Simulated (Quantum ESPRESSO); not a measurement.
# O K-edge XANES of SiO2 (Stishovite, P4_2/mnm)

Aim: the near-edge shape at the O K edge of SiO2 (Stishovite, P4_2/mnm), and what the core hole does to it.

Main program and level: Quantum ESPRESSO 7.5; X-ray absorption near-edge structure, plane-wave PAW PBE, one-electron final states by a Lanczos continued fraction.

Report form: the programs' logs are mostly left out.

## (1) The structure

Symmetry: P4_2/mnm, No. 136, tetragonal system. Conventional cell: a = 4.177 Å, b = 4.177 Å, c = 2.665 Å, α = 90.00°, β = 90.00°, γ = 90.00°. Nearest to Si lie 6 O at 1.76 to 1.81 Å. Nearest to O lie 3 Si at 1.76 to 1.81 Å. Farther neighbours and most contacts between anions are not listed.

## (2) Ground state of the crystal

The ground state comes first: it tells whether the system has a gap, which decides how the excited electron is treated.

The PAW data sets are made with ld1.x, with reconstruction data.

scf.in reads:

```
&control
   calculation='scf', prefix='x', pseudo_dir='../pp', outdir='tmp', tprnfor=.true.
/
&system
   ibrav=0, nat=6, ntyp=3, nbnd=20
   ecutwfc=50, ecutrho=360
   occupations='smearing', smearing='mv', degauss=0.015
/
&electrons
   conv_thr=6.0e-08, electron_maxstep=120
   mixing_beta=0.5
/
ATOMIC_SPECIES
Si 1.0 Si.pbe-nl-kjpaw.UPF
Oa 1.0 O.pbe-n-kjpaw.UPF
O 1.0 O.pbe-n-kjpaw.UPF
CELL_PARAMETERS angstrom
  4.17730000 0.00000000 0.00000000
  0.00000000 4.17730000 0.00000000
  0.00000000 0.00000000 2.66520000
ATOMIC_POSITIONS crystal
Si   0.50000000 0.50000000 0.50000000
Si   0.00000000 0.00000000 0.00000000
Oa   0.80590000 0.19410000 0.50000000
O    0.69410000 0.69410000 0.00000000
O    0.19410000 0.80590000 0.50000000
O    0.30590000 0.30590000 0.00000000
K_POINTS automatic
7 7 10 0 0 0
```

Started as:

```console
$ OMP_NUM_THREADS=1 mpirun --oversubscribe --bind-to none -np 8 pw.x -nk 8 -in scf.in > scf.out
```

Wall time 17 s (8 MPI ranks of Arm Neoverse V1, shared host); peak memory 0.08 GiB.

Absorbing atoms carry a label of their own (element plus a letter or digit), as the spectrum program needs them as separate species.

The mesh shows a gap of 5.62 eV, so the hole is first treated in a charged cell, without the excited electron.

## (3) Spectrum without a core hole, O atom 3

This cheap baseline ignores the attraction of the hole: it shows the absorber's empty states as they are in the ground state.

The absorber has 2 Si at 1.76 Å and 1 Si at 1.81 Å (distorted trigonal planar, site symmetry m2m).

xspectra.in reads:

```
&input_xspectra
   calculation='xanes_dipole', edge='K'
   prefix='x', outdir='tmp', xiabs=2, xe0=13.3878
   xonly_plot=.false., x_save_file='xanes.sav'
   xniter=3000, xcheck_conv=20, xerror=0.005
   xcoordcrys=.false., xepsilon(1)=1, xepsilon(2)=0, xepsilon(3)=0
/
&plot
   xnepoint=413, xemin=-10, xemax=45, terminator=.true., cut_occ_states=.true.
   xgamma=0.4
/
&pseudos
   filecore='../O.wfc'
/
&cut_occ
   cut_desmooth=0.1, cut_stepl=0.05, cut_stepu=0.05, cut_ierror=1e-5
/
6 6 8 0 0 0
```

Started as:

```console
$ OMP_NUM_THREADS=1 mpirun --oversubscribe --bind-to none -np 8 xspectra.x -nk 8 -in xspectra.in > xspectra.out
```

Run time: 24 s. Hardware: 8 MPI ranks; peak memory 0.07 GiB; 3.2 min of CPU time.

The O K spectrum, O atom 3, no core hole (energy from the lowest empty level; intensity scaled to a mean of 1 over the first 20 eV; the points at xe0, where the cut of filled states can leave a spike, are interpolated; polarised curves are means over the symmetry-equivalent atoms):

```tsv
E (eV)	isotropic	ε ⊥ c	ε ∥ c
-2.0	0.04	0.03	0.05
-1.4	0.04	0.04	0.06
-0.8	0.06	0.05	0.07
-0.2	0.08	0.06	0.10
0.4	0.12	0.10	0.16
1.0	0.22	0.19	0.30
1.6	0.44	0.36	0.62
2.2	0.84	0.60	1.33
2.8	1.02	0.73	1.60
3.4	0.81	0.62	1.19
4.0	0.80	0.62	1.16
4.6	0.87	0.70	1.21
5.2	0.92	0.79	1.18
5.8	1.16	1.04	1.40
6.4	1.33	1.21	1.57
7.0	1.55	1.42	1.80
7.6	1.79	1.68	2.01
8.2	2.31	2.14	2.66
8.8	2.86	2.68	3.22
9.4	3.21	3.28	3.06
10.0	3.44	3.82	2.68
10.6	2.01	2.34	1.36
11.2	1.01	1.16	0.72
11.8	0.79	0.90	0.59
12.4	0.66	0.68	0.63
13.0	0.58	0.52	0.69
13.6	0.53	0.44	0.71
14.2	0.47	0.39	0.63
14.8	0.35	0.35	0.37
15.4	0.27	0.28	0.24
16.0	0.26	0.27	0.23
16.6	0.34	0.37	0.27
17.2	0.36	0.42	0.25
17.8	0.39	0.45	0.26
18.4	0.43	0.50	0.29
19.0	0.51	0.58	0.36
19.6	0.63	0.70	0.50
20.2	0.62	0.63	0.59
20.8	0.60	0.58	0.63
21.4	0.53	0.50	0.58
22.0	0.67	0.61	0.80
22.6	0.89	0.79	1.09
23.2	1.25	1.10	1.56
23.8	1.05	1.00	1.16
24.4	0.89	0.90	0.88
25.0	0.66	0.73	0.52
25.6	0.44	0.50	0.33
26.2	0.31	0.33	0.27
26.8	0.30	0.31	0.27
27.4	0.36	0.37	0.33
28.0	0.40	0.39	0.42
28.6	0.42	0.39	0.49
29.2	0.40	0.35	0.50
29.8	0.38	0.33	0.46
30.4	0.39	0.37	0.42
31.0	0.45	0.42	0.53
31.6	0.49	0.43	0.60
```

Main maxima below 24 eV (height): 2.7 eV (1.05), 9.9 eV (3.51), 19.8 eV (0.64) and 23.2 eV (1.26). A K edge sees empty p states on the absorber.

## (4) Another broadening

The final state's lifetime shortens with energy, so measured features broaden above the edge; the saved Lanczos coefficients are redrawn with a width that grows.

xspectra_plot.in reads:

```
&input_xspectra
   calculation='xanes_dipole', edge='K'
   prefix='x', outdir='tmp', xiabs=2, xe0=13.3878
   xonly_plot=.true., x_save_file='xanes.sav'
   xniter=3000, xcheck_conv=20, xerror=0.005
   xcoordcrys=.false., xepsilon(1)=1, xepsilon(2)=0, xepsilon(3)=0
/
&plot
   xnepoint=413, xemin=-10, xemax=45, terminator=.true., cut_occ_states=.true.
   gamma_mode='variable', gamma_energy(1)=4, gamma_energy(2)=25, gamma_value(1)=0.3, gamma_value(2)=2.5
/
&pseudos
   filecore='../O.wfc'
/
&cut_occ
   cut_desmooth=0.1, cut_stepl=0.05, cut_stepu=0.05, cut_ierror=1e-5
/
6 6 8 0 0 0
```

Started as:

```console
$ OMP_NUM_THREADS=1 xspectra.x -in xspectra_plot.in > xspectra_plot.out
```

It took 6.2 s on 1 MPI rank; peak memory 0.05 GiB.

With a Lorentzian half width 0.3 eV up to 4 eV, rising linearly to 2.5 eV at 25 eV (counted from xe0, 2.8 eV below the zero used here), the maxima are 2.7 eV (1.03), 9.4 eV (2.41) and 23.1 eV (0.70).

## (5) Reference energy of the supercell

The photon energy needs a difference of total energies, so the cell and mesh of the coming hole run are first run without a hole.

scf.in reads:

```
&control
   calculation='scf', prefix='x', pseudo_dir='../pp', outdir='tmp', tprnfor=.true.
/
&system
   ibrav=0, nat=12, ntyp=2, nbnd=36
   ecutwfc=50, ecutrho=360
   occupations='fixed'
/
&electrons
   conv_thr=1.2e-07, electron_maxstep=120
   mixing_beta=0.5
/
ATOMIC_SPECIES
Si 1.0 Si.pbe-nl-kjpaw.UPF
O 1.0 O.pbe-n-kjpaw.UPF
CELL_PARAMETERS angstrom
  4.17730000 0.00000000 2.66520000
  0.00000000 4.17730000 2.66520000
  0.00000000 -4.17730000 2.66520000
ATOMIC_POSITIONS crystal
Si   0.50000000 0.25000000 0.75000000
Si   0.50000000 0.75000000 0.25000000
Si   0.00000000 0.00000000 0.00000000
Si   0.00000000 0.50000000 0.50000000
O    0.80590000 0.94410000 0.75000000
O    0.80590000 0.44410000 0.25000000
O    0.69410000 0.00000000 0.30590000
O    0.69410000 0.50000000 0.80590000
O    0.19410000 0.55590000 0.75000000
O    0.19410000 0.05590000 0.25000000
O    0.30590000 0.00000000 0.69410000
O    0.30590000 0.50000000 0.19410000
K_POINTS automatic
5 5 5 0 0 0
```

Started as:

```console
$ OMP_NUM_THREADS=1 mpirun --oversubscribe --bind-to none -np 8 pw.x -nk 8 -in scf.in > scf.out
```

It took 42 s on 8 MPI ranks; peak memory 0.12 GiB.

Reference energy: -47967.159 eV with the cores included.

## (6) The atom with a core hole

The frozen core must hold the hole, so the absorber gets a data set of its own.

O.pbe-n-kjpaw-1sch.ld1.in reads:

```
&input
   title='O', zed=8., rel=1, iswitch=3, dft='PBE',
   config='1s1 2s2 2p5'
/
&inputp
   file_pseudopw='O.pbe-n-kjpaw-1sch.UPF', author='',
   lpaw=.true.,
   pseudotype=3,
   lloc=-1,
   rcloc=1.1,
   which_augfun='PSQ',
   rmatch_augfun_nc=.true.,
   nlcc=.true.,
   new_core_ps=.true.,
   rcore=0.7,
   tm=.true.,
   zval=7,
   lgipaw_reconstruction=.true., use_paw_as_gipaw=.true.
/
4
2S  1  0  2.00  0.00  1.00  1.30  0.0
2S  1  0  0.00  1.00  1.00  1.30  0.0
2P  2  1  5.00  0.00  0.90  1.35  0.0
2P  2  1  0.00  0.05  0.90  1.35  0.0
```

Started as:

```console
$ ld1.x < O.pbe-n-kjpaw-1sch.ld1.in > O.pbe-n-kjpaw-1sch.ld1.out
```

Run time: 0.67 s. Hardware: 1 MPI rank; peak memory 0.12 GiB.

Removing the core electron and adding it to the valence shell costs the free atom 534.9 eV.

## (7) Supercell with FCH, O atom 3

The holes are 5.0 Å apart. The excited electron is left out and a uniform background balances the charge.

scf.in: that of step 5 with these lines changed.

```diff
@@ -4,5 +4,6 @@
 &system
-   ibrav=0, nat=12, ntyp=2, nbnd=36
+   ibrav=0, nat=12, ntyp=3, nbnd=36
    ecutwfc=50, ecutrho=360
    occupations='fixed'
+   tot_charge=1
 /
@@ -14,2 +15,3 @@
 Si 1.0 Si.pbe-nl-kjpaw.UPF
+Oh 1.0 O.pbe-n-kjpaw-1sch.UPF
 O 1.0 O.pbe-n-kjpaw.UPF
@@ -24,3 +26,3 @@
 Si   0.00000000 0.50000000 0.50000000
-O    0.80590000 0.94410000 0.75000000
+Oh   0.80590000 0.94410000 0.75000000
 O    0.80590000 0.44410000 0.25000000
```

Started as:

```console
$ OMP_NUM_THREADS=1 mpirun --oversubscribe --bind-to none -np 8 pw.x -nk 8 -in scf.in > scf.out
```

Run time: 34 s. Hardware: 8 MPI ranks; peak memory 0.12 GiB; 4.5 min of CPU time.

Energy with the hole: -47440.025 eV, cores included.

## (8) Spectrum with FCH, O atom 3

The Lanczos recursion gives the spectrum without computing empty bands; each polarisation needs a run of its own on the full k mesh. xe0 is set between filled and empty states, and states below it are cut. The file of filecore holds the core orbital, taken from the hole-free data set.

xspectra.in: that of step 3 with these lines changed.

```diff
@@ -2,3 +2,3 @@
    calculation='xanes_dipole', edge='K'
-   prefix='x', outdir='tmp', xiabs=2, xe0=13.3878
+   prefix='x', outdir='tmp', xiabs=2, xe0=13.0824
    xonly_plot=.false., x_save_file='xanes.sav'
@@ -17,2 +17,2 @@
 /
-6 6 8 0 0 0
+6 6 6 0 0 0
```

xspectra_1.in, as its differences from xspectra.in of step 8:

```diff
@@ -5,3 +5,3 @@
    xniter=3000, xcheck_conv=20, xerror=0.005
-   xcoordcrys=.false., xepsilon(1)=1, xepsilon(2)=0, xepsilon(3)=0
+   xcoordcrys=.false., xepsilon(1)=0, xepsilon(2)=0, xepsilon(3)=1
 /
```

Started as:

```console
$ OMP_NUM_THREADS=1 mpirun --oversubscribe --bind-to none -np 8 xspectra.x -nk 8 -in xspectra.in > xspectra.out
```

The job ended after 93 s (8 MPI ranks; peak memory 0.09 GiB).

The O K spectrum, O atom 3, full core hole (charged cell) (energy from the lowest empty level; intensity scaled to a mean of 1 over the first 20 eV; the points at xe0, where the cut of filled states can leave a spike, are interpolated; polarised curves are means over the symmetry-equivalent atoms):

```tsv
E (eV)	isotropic	ε ⊥ c	ε ∥ c
-2.0	0.05	0.04	0.07
-1.4	0.07	0.06	0.09
-0.8	0.09	0.07	0.12
-0.2	0.13	0.10	0.18
0.4	0.23	0.18	0.33
1.0	0.47	0.35	0.70
1.6	0.93	0.67	1.46
2.2	1.60	1.15	2.49
2.8	1.78	1.23	2.90
3.4	1.63	1.14	2.61
4.0	1.29	1.10	1.65
4.6	1.33	1.25	1.51
5.2	1.46	1.50	1.40
5.8	1.84	2.03	1.46
6.4	1.96	2.10	1.68
7.0	2.13	1.97	2.44
7.6	2.06	1.90	2.39
8.2	2.39	2.55	2.07
8.8	2.61	2.77	2.30
9.4	2.24	2.49	1.73
10.0	1.43	1.66	0.96
10.6	0.86	0.97	0.63
11.2	0.53	0.58	0.44
11.8	0.36	0.38	0.31
12.4	0.32	0.34	0.28
13.0	0.32	0.31	0.34
13.6	0.31	0.28	0.39
14.2	0.30	0.24	0.41
14.8	0.30	0.24	0.41
15.4	0.23	0.22	0.24
16.0	0.21	0.23	0.18
16.6	0.21	0.22	0.18
17.2	0.24	0.26	0.21
17.8	0.30	0.33	0.25
18.4	0.38	0.44	0.24
19.0	0.43	0.50	0.31
19.6	0.51	0.56	0.39
20.2	0.65	0.69	0.55
20.8	0.64	0.62	0.69
21.4	0.65	0.60	0.74
22.0	0.60	0.54	0.73
22.6	0.77	0.65	1.00
23.2	0.95	0.84	1.17
23.8	0.86	0.79	1.01
24.4	0.70	0.72	0.67
25.0	0.57	0.58	0.56
25.6	0.47	0.51	0.41
26.2	0.33	0.36	0.28
26.8	0.26	0.28	0.24
27.4	0.29	0.30	0.27
28.0	0.34	0.34	0.34
28.6	0.37	0.35	0.41
29.2	0.40	0.37	0.47
29.8	0.43	0.39	0.51
30.4	0.41	0.38	0.46
31.0	0.38	0.37	0.41
31.6	0.45	0.42	0.51
```

Main maxima below 24 eV (height): 2.6 eV (1.82), 7.3 eV (2.20), 8.6 eV (2.63), 21.2 eV (0.68) and 23.3 eV (0.96). 

The hole costs E(hole) − E(ground) = 527.13 eV, and the lowest empty level of the hole cell lies at 15.42 eV, which puts the zero at 542.56 eV. One term is added: -8.91 eV, since the hole is spin-paired here and a spin-polarised one costs that much less in the free atom (computed apart). The photon energy is then 533.65 eV. The functional and the charged cell's background leave an error of a few eV in such absolute values.

## (9) Another broadening

xspectra_plot.in: that of step 4 with these lines changed.

```diff
@@ -2,3 +2,3 @@
    calculation='xanes_dipole', edge='K'
-   prefix='x', outdir='tmp', xiabs=2, xe0=13.3878
+   prefix='x', outdir='tmp', xiabs=2, xe0=13.0824
    xonly_plot=.true., x_save_file='xanes.sav'
@@ -17,2 +17,2 @@
 /
-6 6 8 0 0 0
+6 6 6 0 0 0
```

Started as:

```console
$ OMP_NUM_THREADS=1 xspectra.x -in xspectra_plot.in > xspectra_plot.out
```

It took 6.1 s on 1 MPI rank; peak memory 0.05 GiB.

With a Lorentzian half width 0.3 eV up to 4 eV, rising linearly to 2.5 eV at 25 eV (counted from xe0, 2.3 eV below the zero used here), the maxima are 2.6 eV (1.82), 8.4 eV (2.03) and 22.9 eV (0.60).

## (10) Supercell with XCH, O atom 3

The holes are 5.0 Å apart. The excited electron is kept in the cell, where it fills the lowest empty states and screens the hole.

Changed against the first core-hole run: core hole to XCH.

scf.in: that of step 7 with these lines changed.

```diff
@@ -4,6 +4,5 @@
 &system
-   ibrav=0, nat=12, ntyp=3, nbnd=36
+   ibrav=0, nat=12, ntyp=3, nbnd=40
    ecutwfc=50, ecutrho=360
-   occupations='fixed'
-   tot_charge=1
+   occupations='smearing', smearing='gaussian', degauss=0.003
 /
```

Started as:

```console
$ OMP_NUM_THREADS=1 mpirun --oversubscribe --bind-to none -np 8 pw.x -nk 8 -in scf.in > scf.out
```

It took 31 s on 8 MPI ranks; peak memory 0.12 GiB; 4.2 min of CPU time.

Energy with the hole: -47423.176 eV, cores included.

## (11) Excitation energy, O atom 3

With the excited electron kept in the cell the system stays neutral, and the energy difference is an excitation energy by itself. In a small cell that electron takes up a good share of the lowest empty band, or all of one, which shifts the value from the true onset.

The total-energy difference is 543.98 eV. With the free-atom term of -8.91 eV for this edge, the photon energy is 535.07 eV.

## (12) Supercell without a hole, the energy reference

The mesh changes for the next run, so it gets a reference energy of its own.

scf.in: that of step 10 with these lines changed.

```diff
@@ -4,5 +4,5 @@
 &system
-   ibrav=0, nat=12, ntyp=3, nbnd=40
+   ibrav=0, nat=12, ntyp=2, nbnd=36
    ecutwfc=50, ecutrho=360
-   occupations='smearing', smearing='gaussian', degauss=0.003
+   occupations='fixed'
 /
@@ -14,3 +14,2 @@
 Si 1.0 Si.pbe-nl-kjpaw.UPF
-Oh 1.0 O.pbe-n-kjpaw-1sch.UPF
 O 1.0 O.pbe-n-kjpaw.UPF
@@ -25,3 +24,3 @@
 Si   0.00000000 0.50000000 0.50000000
-Oh   0.80590000 0.94410000 0.75000000
+O    0.80590000 0.94410000 0.75000000
 O    0.80590000 0.44410000 0.25000000
@@ -34,2 +33,2 @@
 K_POINTS automatic
-5 5 5 0 0 0
+1 1 1 0 0 0
```

Started as:

```console
$ OMP_NUM_THREADS=1 mpirun --oversubscribe --bind-to none -np 8 pw.x -in scf.in > scf.out
```

It took 4.7 s on 8 MPI ranks; peak memory 0.06 GiB.

The run finished; it serves as a test, and its numbers are not taken as the result.

## (13) Supercell with FCH, O atom 3

Another set-up is tried: k mesh of the field to 1×1×1.

scf.in: that of step 12 with these lines changed.

```diff
@@ -4,5 +4,6 @@
 &system
-   ibrav=0, nat=12, ntyp=2, nbnd=36
+   ibrav=0, nat=12, ntyp=3, nbnd=36
    ecutwfc=50, ecutrho=360
    occupations='fixed'
+   tot_charge=1
 /
@@ -14,2 +15,3 @@
 Si 1.0 Si.pbe-nl-kjpaw.UPF
+Oh 1.0 O.pbe-n-kjpaw-1sch.UPF
 O 1.0 O.pbe-n-kjpaw.UPF
@@ -24,3 +26,3 @@
 Si   0.00000000 0.50000000 0.50000000
-O    0.80590000 0.94410000 0.75000000
+Oh   0.80590000 0.94410000 0.75000000
 O    0.80590000 0.44410000 0.25000000
```

Wall time 4 s (8 MPI ranks); peak memory 0.06 GiB; 31 s of CPU time.

The run finished. A setting was moved off its sound value on purpose, so it serves as a test and not as the result.

The fault put into the input: the field is made at the zone centre alone.

## (14) Spectrum with FCH, O atom 3

xspectra.in: that of step 8 with these lines changed.

```diff
@@ -2,3 +2,3 @@
    calculation='xanes_dipole', edge='K'
-   prefix='x', outdir='tmp', xiabs=2, xe0=13.0824
+   prefix='x', outdir='tmp', xiabs=2, xe0=13.3718
    xonly_plot=.false., x_save_file='xanes.sav'
@@ -17,2 +17,2 @@
 /
-6 6 6 0 0 0
+4 4 4 0 0 0
```

Started as:

```console
$ OMP_NUM_THREADS=1 mpirun --oversubscribe --bind-to none -np 8 xspectra.x -nk 8 -in xspectra.in > xspectra.out
```

It took 29 s on 8 MPI ranks; peak memory 0.09 GiB; 3.8 min of CPU time.

The run finished. A setting was moved off its sound value on purpose, so it serves as a test and not as the result.

The fault put into the input: the field is made at the zone centre alone.

This run also has another mesh (4×4×4 against 6×6×6), so the 4 % r.m.s. difference can't be laid on the changed setting alone. The highest intensity below 16 eV goes from 8.6 eV (2.63) to 8.6 eV (2.51).

```tsv
E (eV)	first run	this run
-2.0	0.05	0.05
-0.5	0.11	0.11
1.0	0.47	0.48
2.5	1.79	1.69
4.0	1.29	1.23
5.5	1.62	1.69
7.0	2.13	2.18
8.5	2.60	2.51
10.0	1.43	1.48
11.5	0.42	0.47
13.0	0.32	0.32
14.5	0.31	0.28
16.0	0.21	0.21
17.5	0.27	0.27
19.0	0.43	0.45
20.5	0.63	0.65
22.0	0.60	0.62
23.5	0.95	0.90
25.0	0.57	0.57
26.5	0.29	0.27
28.0	0.34	0.32
29.5	0.41	0.42
31.0	0.38	0.38
```

## (15) With and without the hole

Both curves are counted from their own zero, so only the shift of weight within the empty states shows.

```tsv
E (eV)	no hole	FCH
-2.0	0.04	0.05
-1.0	0.05	0.08
0.0	0.09	0.15
1.0	0.22	0.47
2.0	0.73	1.42
3.0	0.94	1.72
4.0	0.80	1.29
5.0	0.92	1.38
6.0	1.23	1.91
7.0	1.55	2.13
8.0	2.13	2.22
9.0	2.97	2.55
10.0	3.44	1.43
11.0	1.23	0.62
12.0	0.75	0.34
13.0	0.58	0.32
14.0	0.52	0.29
15.0	0.32	0.27
16.0	0.26	0.21
17.0	0.37	0.23
18.0	0.41	0.33
19.0	0.51	0.43
20.0	0.63	0.62
21.0	0.56	0.67
22.0	0.67	0.60
23.0	1.17	0.90
24.0	1.00	0.81
25.0	0.66	0.57
26.0	0.34	0.38
27.0	0.30	0.26
28.0	0.40	0.34
29.0	0.41	0.40
30.0	0.37	0.43
31.0	0.45	0.38
32.0	0.47	0.46
```

With each curve scaled to its own mean, the area from −2 to 6 eV with the hole is 7.5 against 4.3, and the centre of weight from −1 to 20 eV moves by -1.5 eV: the hole pulls the absorber's empty states down.

## (16) Results

| Quantity | Value |
| --- | --- |
| absorber and edge | O K, atom 3 of the ground-state input (counted from 1) |
| surroundings | 2 Si at 1.76 Å and 1 Si at 1.81 Å (distorted trigonal planar, site symmetry m2m) |
| highest intensity below 16 eV | 8.6 eV above the zero, height 2.63 |
| photon energy of the zero, with the added terms | 533.6 eV (raw 542.6 eV; uncertain by a few eV) |

**Reading.** The O K edge of atom 3, with 2 Si at 1.76 Å and 1 Si at 1.81 Å (distorted trigonal planar, site symmetry m2m), has its highest intensity of the first 16 eV at 8.6 eV above the zero, near 542 eV in photon energy (uncertain by a few eV), 2.6 times the mean level of the first 20 eV (Lorentzian half width 0.4 eV). With each curve scaled to its own mean, the area from −2 to 6 eV with the hole is 7.5 against 4.3, and the centre of weight from −1 to 20 eV moves by -1.5 eV: the hole pulls the absorber's empty states down. The neutral-cell energy lies +1.4 eV from the charged-cell zero, a gap made of the charged-cell error and of where the added electron settles. At the O K edge of atom 3 polarisation matters most near 3.0 eV, where the curves differ by 1.8 on this scale. The holes are only 5.0 Å apart, so the shape is probably not converged with cell size; no larger cell was run here. The structure is a published determination, not relaxed.

[Logs are printed without paths, hosts, clocks, repeated set-up lines and the standing remarks that a program may print on its own settings, such as how far it seeks lower states.]

[Hosts, paths, dates, database ids (printed as entryN), source tags and the programs' standing remarks are cut or masked in the printed files.]

[Lists of maxima count a maximum above −3 eV only where it reaches 4 % of the highest in the window and stands out from its surroundings by 2 % of it (1.5 % where it reaches 55 %); shoulders and weaker maxima are passed over, and of the rest the first, up to two pre-edge ones and the few strongest are named.]
